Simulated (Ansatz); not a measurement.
# LiCNO (R3m): phonons and vibrational spectra, part 3 of 3

Wanted: phonon frequencies of LiCNO (R3m) and what follows from them.

Ansatz 0.2.0; DFT PBEsol+D3(BJ), scalar-relativistic, plane waves, PAW.

So far. Step 3 (Tight relaxation): The largest force component left is 0.35 meV/Å and the pressure is 0.004 GPa, within the tolerances set. The cell now holds 10.35 Å³/atom. Step 4 (Zone-centre response): Before it was imposed, the acoustic sum rule was missed by 1.6e-4 eV/Å² and the charge sum rule by 2.7e-5 e. Small misses are needed for a sound result but don't prove that mesh and cutoff are converged. The relaxed cell has a = 3.180, c = 14.182 Å (conventional setting).

## 5. The dispersion

Stability and thermal properties need the whole zone. Linear response on a 3×3×3 q mesh gives force constants as far as a supercell of that size would, and the tensors from the zone-centre run are typed in so that the long-range dipole term is interpolated apart.

input.yaml

```yaml
crystal:
  lattice:
    - [1.5899558441, 0.9179614346, 4.7274515555]
    - [-1.5899558441, 0.9179614346, 4.7274515555]
    - [0.0, -1.8359228692, 4.7274515555]
  atoms:
    - { symbol: Li, position: [0.0053609377, 0.0053609377, 0.0053609377] }
    - { symbol: C, position: [0.497536122, 0.497536122, 0.497536122] }
    - { symbol: "N", position: [0.4137046537, 0.4137046537, 0.4137046537] }
    - { symbol: O, position: [0.5833982866, 0.5833982866, 0.5833982866] }
kpoints:
  mp_grid: { grid: [9, 9, 9] }
hamiltonian:
  xc: pbesol
  dispersion: d3bj
scf:
  occupations: { method: fixed }
output:
  eigenvalues: true
phonons:
  method: dfpt
  qmesh: [3, 3, 3]
  temperatures: { t_max: 1000, t_step: 50 }
  qpath:
    path:
      - [[0.0, 0.0, 0.0], [-0.5, -0.5, -0.5], [-0.5, -0.19180309, -0.80819691]]
      - [[-0.19180309, 0.19180309, -0.5], [0.0, 0.0, -0.5], [0.0, 0.0, 0.0], [0.0, 0.34590154, -0.34590154]]
      - [[-0.34590154, 0.0, -0.65409846], [-0.5, 0.0, -0.5], [0.0, 0.0, 0.0]]
    npoints: 10
  non_analytic_term:
    high_frequency_dielectric_tensor: [[2.2407, 0.0, 0.0], [0.0, 2.2407, 0.0], [0.0, 0.0, 3.3506]]
    born_effective_charges:
      - { species: Li, tensor: [[1.0845, 0.0, 0.0], [0.0, 1.0845, 0.0], [0.0, 0.0, 1.5674]] }
      - { species: C, tensor: [[0.2433, 0.0, 0.0], [0.0, 0.2433, 0.0], [0.0, 0.0, 2.5728]] }
      - { species: "N", tensor: [[-0.8293, 0.0, 0.0], [0.0, -0.8293, 0.0], [0.0, 0.0, -1.7763]] }
      - { species: O, tensor: [[-0.4985, 0.0, 0.0], [0.0, -0.4985, 0.0], [0.0, 0.0, -2.3639]] }
    source: "zone-centre run at this cell"
```

Run with:

```console
ansatz run input.yaml --threads 4 --pin off --max-ram 7168MiB --backend cpu --events-out ev --progress --plain --runs-dir out
```

Numbers of over 12 decimals in the logs are rounded to 6 here.

The log of the run:

```text
Warning: phonons: the dynamical matrix that this run interpolates holds no multipole term above the dipole-dipole one, and a site of this crystal is no centre of inversion, so its interpolated transverse optical and acoustic branches and sound speeds can stay off near Gamma, and the density of states and the thermodynamics with them. What a run solves at a wave vector of phonons.qpoints, Gamma apart, where the deck admits one, is free of this, and under fd what a larger phonons.supercell samples
[...]
Crystal: 4 atoms, lattice volume = 41.399 Å³
Basis set: ecut = 420 eV, 813 PW (Γ), exchange–correlation on 72×72×72 points (8 copies of the dense FFT grid, shifted against one another)
Bands: 13, of which v1, the nominal top of the filled ones, is band 9 counted from 1 (8 counted from 0)
Symmetry: 6 space group operations
k-points: 85 of 729 (time reversal used)
[...]
SCF iter   1: F=—  HF=-1390.840846 eV  |F-HF|=—  |Δ(HF+E_count)|=         —  Δρ=9.17e-3  dr2=3.35e-2  ethr=1.77e-3  ⟨swp⟩=3.9  Hψ=5279  notcnv=0  defer=116
[...]
SCF iter   9: F=-1390.832686 eV  HF=-1390.832686 eV  |F-HF|=1.18e-11  |Δ(HF+E_count)|=  4.00e-10  Δρ=2.01e-7  dr2=6.67e-12  ethr=1.00e-12  ⟨swp⟩=6.1  Hψ=7017  notcnv=0
SCF 1 converged in 9 iterations: F = -1390.832686 eV  dr2 = 6.67e-12
[...]
DFPT response loops at q = (0, 0, 0) (fractional): preconditioner auto → none (the input reference at scf.mixing.eps_inf says where Resta's filter doesn't serve); β = 0.50; Broyden in place of MSR1
[...]
SCF converged after 9 iterations
Free energy (F): -1390.832686 eV
[...]
Internal energy: -1390.832686 eV  (E = F + TS)
E sigma→0 (E₀):  -1390.832686 eV
Fermi energy:    2.307927 eV
[...]
--- Band table (eV; the first three rows and the last of 85) ---
  k-point 0: bands = [... 5 lower, -1.6366, -1.1926, 2.1557, 2.1557, 7.0155, 10.2745, 10.2745, 11.7999]
  k-point 1: bands = [... 5 lower, -1.6819, -1.1778, 1.8745, 2.0721, 7.4562, 9.9734, 10.2514, 12.2171]
  k-point 2: bands = [... 5 lower, -1.7947, -1.1550, 1.2603, 1.8701, 8.3662, 9.3802, 10.1975, 13.2040]
  k-point 84: bands = [... 5 lower, -1.8584, -1.7437, 2.0776, 2.2505, 7.7799, 9.7619, 10.0050, 12.9358]
--- Phonons (Γ-DFPT): 8 representative perturbations + reference (Σ response iterations 27) ---
  ASR residual: 1.589e-4 → 0.000e0 eV/Å²; symmetrization residual: 1.084e-6 eV/Å²
[...]
ASR residual per site (eV/Å²): 4.48e-6 1.54e-4 6.09e-5 1.59e-4
[...]
--- Phonons (arbitrary-q DFPT): 6 irreducible q on the 3×3×3 mesh ---
  q = [0.0000, 0.0000, 0.0000] (star 1, of the zone-centre solve; hermiticity 1.33e-8, symmetrization 5.51e-15): -0.00 0.00 0.00 96.10 96.10 268.46 268.46 327.00 606.44 606.44 1288.09 2266.42
  q = [0.0000, 0.0000, 0.3333] (star 6, 12 solved perturbations on 405 of 729 k-point pairs; hermiticity 1.17e-8, symmetrization 4.17e-15): 89.76 94.44 154.44 169.60 253.15 276.14 306.88 423.83 611.08 637.83 1281.23 2221.04
  q = [0.0000, 0.3333, 0.3333] (star 6, 8 solved perturbations in 4536 linear systems a pass and spin channel, the states on 729 of 729 k-point pairs; hermiticity 2.16e-8, symmetrization 1.23e-12): 81.06 122.37 153.63 180.59 250.92 276.84 314.24 366.62 611.69 634.73 1280.52 2231.97
[...]
sum rule: each row above includes the acoustic sum rule's correction from the zone centre's row sums; it moved no ω² by more than (1.87 cm⁻¹)²
  mesh force constants: q→R imaginary residual 0.00e0; ASR residual 1.589e-4 → 0.000e0 eV/Å²; symmetrization residual 3.261e-14 eV/Å²
  interpolated dispersion: 74 rows × 12 modes
  density of states and harmonic sums: on the 24×24×24 q-mesh, interpolated from the force constants of a 3×3×3 supercell (with the dipole–dipole term of supplied tensors)
  largest difference from the sums on the solved wave vectors: F 4.27e-2 eV, S 5.88e-5 and C_V 1.60e-5 eV/K
  zero-point energy: 0.404823 eV/cell   skipped modes (ω ≤ 0): 149, of them read as no rigid motion or as one in doubt: 146 (7.277e-2 modes/cell left out, lowest -66.45 cm⁻¹)   left out of the sums: 6.08e-3 of the cell's modes: C_V's classical limit lies that fraction below 3 k_B per atom; for a crystal, a wire or a layer, F and S can be off by more, and a phonons.interpolated_qmesh denser along its periods is the remedy for the sampling
```

Elapsed: 5.1 min, on 4 threads of Arm Neoverse V2, shared host; peak memory 1.2 GiB; 20 min of CPU time.

Numbers from this step:

```yaml
sum_rule_residual_before_enforcement: 1.59e-4 eV/Å²
lowest_frequency_on_the_path: -66.45 cm⁻¹
highest_frequency_on_the_path_or_at_a_solved_wavevector: 2343 cm⁻¹
lowest_mode_on_the_q_mesh_acoustic_modes_at_gamma_apart: -55.4 cm⁻¹
```

Frequencies (cm⁻¹) solved at each irreducible wavevector; negative means imaginary. Frequencies by wavevector, by row:

```
q in reciprocal lattice units  star  mode 1  mode 2  mode 3  mode 4  mode 10  mode 11  mode 12
                        0 0 0     1       0       0       0    96.1    606.4     1288     2266
                   0 0 0.3333     6    89.8    94.4   154.4   169.6    637.8     1281     2221
              0 0.3333 0.3333     6    81.1   122.4   153.6   180.6    634.7     1280     2232
             0 0.3333 -0.3333     6   111.4   166.6     183     237    629.2     1277     2202
         0.3333 0.3333 0.3333     2   -55.4   -55.4   103.7   103.7    606.3     1288     2343
        0.3333 0.3333 -0.3333     6    86.6   152.5   156.5   196.8    634.5     1280     2244
```

Interpolated from a 3×3×3 q mesh, with the LO-TO term (at Γ the limit along the path; where Γ stands inside the path, tables give the limit on arrival). The phonon branches at the labelled points (cm⁻¹):

```
     point  branch 1  branch 2  branch 3  branch 4  branch 9  branch 10  branch 11  branch 12
         Γ         0         0         0        96       606        606       1293       2343
   halfway       -43       -43       101       101       606        606       1292       2342
         T       -66       -66       106       106       606        606       1282       2343
   halfway        83       130       157       197       612        627       1279       2269
        H2       117       163       187       235       626        631       1277       2204
jump to H0       117       163       187       235       626        631       1277       2204
   halfway        99       144       188       214       619        636       1278       2202
         L       102       107       174       194       613        640       1280       2205
   halfway        69        78       135       141       610        636       1283       2237
         Γ         0         0         0        96       606        635       1288       2270
   halfway        71       104       145       169       612        636       1280       2224
        S0       113       166       185       237       627        630       1277       2202
jump to S2       113       166       185       237       627        630       1277       2202
   halfway       112       149       196       203       618        638       1279       2211
         F        95       148       169       208       613        641       1279       2216
   halfway        64        92       137       151       610        631       1282       2248
         Γ         0         0         0        96       606        632       1289       2280
```

The phonon density of states has structure finer than the step of the table below, so its rows give means over 100 cm⁻¹, whole bins alone (the curve runs from -70 to 2350 cm⁻¹). Peaks (cm⁻¹: height): 110.0: 0.0353, 190.0: 0.0365, 270.0: 0.0341, 310.0: 0.0455, 630.0: 0.0499, 1270.0: 0.0287, 2210.0: 0.0228.

Tetrahedra on a 24×24×24 mesh, mean over bins of 20 cm-1. Interpolated from a 3×3×3 q mesh. The phonon density of states by wavenumber; means over each step:

```
wavenumber (cm⁻¹)  phonon density of states (1/cm⁻¹/cell)
                0                                 0.00183
              100                                  0.0213
              200                                  0.0224
              300                                  0.0260
              400                                 0.00776
              500                                  4.9e-4
              600                                  0.0197
              700                                  2.5e-4
              800                                       0
              900                                       0
             1000                                       0
             1100                                       0
             1200                                       0
             1300                                    0.01
             1400                                       0
             1500                                       0
             1600                                       0
             1700                                       0
             1800                                       0
             1900                                       0
             2000                                       0
             2100                                       0
             2200                                 0.00735
             2300                                 0.00264
```

The partial phonon density of states has structure finer than the step of the table below, so its rows give means over 100 cm⁻¹, whole bins alone (the curve runs from -76.2 to 2424 cm⁻¹). Peaks (cm⁻¹: height): C 112.4: 0.00508, 615.5: 0.0241, 2219.1: 0.00934; Li 301.1: 0.0234; N 175.3: 0.00903, 253.9: 0.00889, 615.5: 0.00581, 1275.8: 0.00942; O 112.4: 0.0156, 631.2: 0.00496, 1275.8: 0.0115.

Phonopy on the run's constants, 21x21x21 mesh, Gaussian sigma 17.9 cm-1. Interpolated from a 3×3×3 q mesh. Partial phonon density of states against wavenumber; means over each step; values in 1/cm⁻¹/cell:

```
wavenumber (cm⁻¹)        C       Li        N        O
                0   2.6e-4   2.0e-4   5.4e-4  0.00101
              100  0.00368  0.00139  0.00484   0.0113
              200  0.00351  0.00337  0.00822  0.00781
              300  0.00126   0.0174  0.00583   7.4e-4
              400   3.1e-4  0.00693   4.7e-4   1.3e-4
              500   3.2e-5   5.6e-4   1.7e-5   1.7e-5
              600   0.0121   9.0e-5  0.00290  0.00248
              700  0.00169   1.8e-5   4.0e-4   3.6e-4
              800        0        0        0        0
              900        0        0        0        0
             1000        0        0        0        0
             1100        0        0        0        0
             1200   1.6e-5   5.6e-7   3.1e-4   3.8e-4
             1300   2.0e-4   1.4e-5  0.00410  0.00498
             1400        0        0   1.3e-6   1.5e-6
             1500        0        0        0        0
             1600        0        0        0        0
             1700        0        0        0        0
             1800        0        0        0        0
             1900        0        0        0        0
             2000        0        0        0        0
             2100   6.5e-6        0   1.9e-6   4.7e-7
             2200  0.00495   5.4e-6  0.00165   4.9e-4
             2300  0.00198   8.4e-7   6.3e-4   2.1e-4
```

Symmetry leaves 6 wavevectors to solve. The lowest mode among them, the acoustic zeros apart, lies at q = (0.333, 0.333, 0.333) and is imaginary, 55.4i cm⁻¹, so the energy falls along it. Between them the interpolated path dips to 66i cm⁻¹.

## 6. Outcome

```json
{"space group after relaxation (within 0.01 Å)": "R3m", "volume per atom": "10.3 Å³", "gap on the k-mesh": "4.71 eV", "highest optical mode at the zone centre (no LO-TO term)": "2266 cm⁻¹", "top of the zone-centre spectrum with the field": "2343 cm⁻¹", "lowest optical zone-centre mode": "96.1 cm⁻¹", "mean high-frequency dielectric constant": "2.61", "mean static dielectric constant": "7.27", "largest Born charge (third of the trace)": "1.25 e", "lowest mode on the q mesh (acoustic modes at Γ apart)": "-55.4 cm⁻¹", "highest frequency on the path or at a solved wavevector": "2343 cm⁻¹", "imaginary modes on the 3×3×3 q mesh": "yes"}
```

Modes are clearly imaginary (beyond 10i cm⁻¹) at 1 of the 6 irreducible wavevectors, most at q = (0.333, 0.333, 0.333) (55.4i cm⁻¹), so this structure is not a minimum of the energy. Without the field, the optical modes at Γ span 96 to 2266 cm⁻¹. The highest mode in this list at Γ, 2266.4 cm⁻¹, is mostly motion of C (71 % of the kinetic energy). With the macroscopic field of the longitudinal modes the top of the zone-centre spectrum lies at 2343 cm⁻¹, against 2266 cm⁻¹ without it. Lattice motion raises the mean dielectric constant from 2.611 to 7.266. The strongest infrared line is at 2266 cm⁻¹. Averaged over orientations, the strongest Raman line at 532 nm and 300 K is at 96 cm⁻¹, among the modes without the field; their longitudinal partners can be Raman active too. The program warns that the interpolation holds no quadrupole term, so branches close to Γ can be off in this crystal. In the phonons the program treats the change of the C6 weights of the dispersion term with coordination only in part. These are harmonic frequencies at zero temperature: anharmonic shifts, linewidths and thermal expansion are left out.

[Logs are printed without paths, hosts, clocks, repeated set-up lines and the standing remarks that a program may print on its own settings, such as how far it seeks lower states.]

[Hosts, paths, dates, database ids (printed as entryN), source tags and the programs' standing remarks are cut or masked in the printed files.]
